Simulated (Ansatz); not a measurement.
## Ba on Zr(0001): change of the work function: cost of one run

Ansatz 0.2.0; plane-wave DFT, PBE, Ansatz PAW. The cell holds 17 atoms.

The input, input.yaml:

```yaml
crystal:
  lattice:
    - [6.46, 0.0, 0.0]
    - [3.23, 5.5945241084, 0.0]
    - [0.0, 0.0, 29.3260069831]
  atoms:
    - { symbol: Zr, position: [0.3333333333, 0.3333333333, 0.3068948325] }
    - { symbol: Zr, position: [0.0, 0.0, 0.3946222548] }
    - { symbol: Zr, position: [0.3333333333, 0.3333333333, 0.4857182193] }
[... 8 atom lines left out ...]
    - { symbol: Zr, position: [0.5, 0.0, 0.56878766] }
    - { symbol: Zr, position: [0.8333333333, 0.8333333333, 0.3068948325] }
    - { symbol: Zr, position: [0.5, 0.5, 0.3946222548] }
    - { symbol: Zr, position: [0.8333333333, 0.8333333333, 0.4857182193] }
    - { symbol: Zr, position: [0.5, 0.5, 0.56878766] }
    - { symbol: Ba, position: [0.1666666667, 0.1666666667, 0.6931051675] }
kpoints:
  mp_grid: { grid: [6, 6, 1] }
hamiltonian:
  xc: pbe
scf:
  occupations: { method: fermi_dirac, width: 0.1 }
  convergence: { dr2_threshold: 1.0e-08 }
efield:
  axis: 3
  dipole_correction: true
  ramp_position: 0.97
  ramp_width: 0.06
relax:
  f_tol: 0.02
  max_steps: 60
  constraints: [{ sites: [0, 1, 4, 5, 8, 9, 12, 13] }]
output:
  bader: true
  dos: { projected: true, e_range: [-8, 4] }
  write_potential: true
  write_density: true
  volumetric_format: npy
  elf: true
```

On the command line:

```console
ansatz run input.yaml --threads 4 --pin off --max-ram 12288MiB --backend cpu --events-out ev --progress --plain --runs-dir out
```

The cutoff in use is 420 eV. For reference, a run of the same kind (37 atoms, 4 k-points, 266 bands and 46,527 plane waves; 53 SCF cycles) took 20 min and 10 GiB on the same hardware.

**Question.** How long does this run take on 4 threads of Arm Neoverse V1, shared host, and how much memory does it need?

A cutoff of 420 eV is a sphere of radius 10.5 Å⁻¹, so a cell of 1060 Å³ holds about V·G³/6π² = 20,713 plane waves. At two electrons a band, the 202 electrons need 101 bands, and 21 more are carried. Symmetry cuts the 6×6×1 mesh from 36 to 7 points. The run has 7 k-points, 122 bands and 20,715 plane waves. Taking the work of a cycle as k-points × spins × bands × plane waves, that is 0.36 times the reference, or 7 min at the reference's 53 cycles. The run needed 57 SCF cycles over 6 ionic steps, which makes it about 7.6 min. One copy of the wavefunctions takes 0.26 GiB at 16 bytes a coefficient, against 0.74 GiB in the reference; grids, projectors and work arrays come on top. Measured: about 4.1 min, with a peak of 3.1 GiB. The run was quicker than this simple count says.

[Logs are printed without paths, hosts, clocks, repeated set-up lines and the standing remarks that a program may print on its own settings, such as how far it seeks lower states.]

[Hosts, paths, dates, database ids (printed as entryN), source tags and the programs' standing remarks are cut or masked in the printed files.]

[Maps of the electrostatic potential energy from Ansatz leave out the sawtooth potential of an applied field or a dipole correction, so their vacuum need not be flat; planar profiles and work functions include it.]
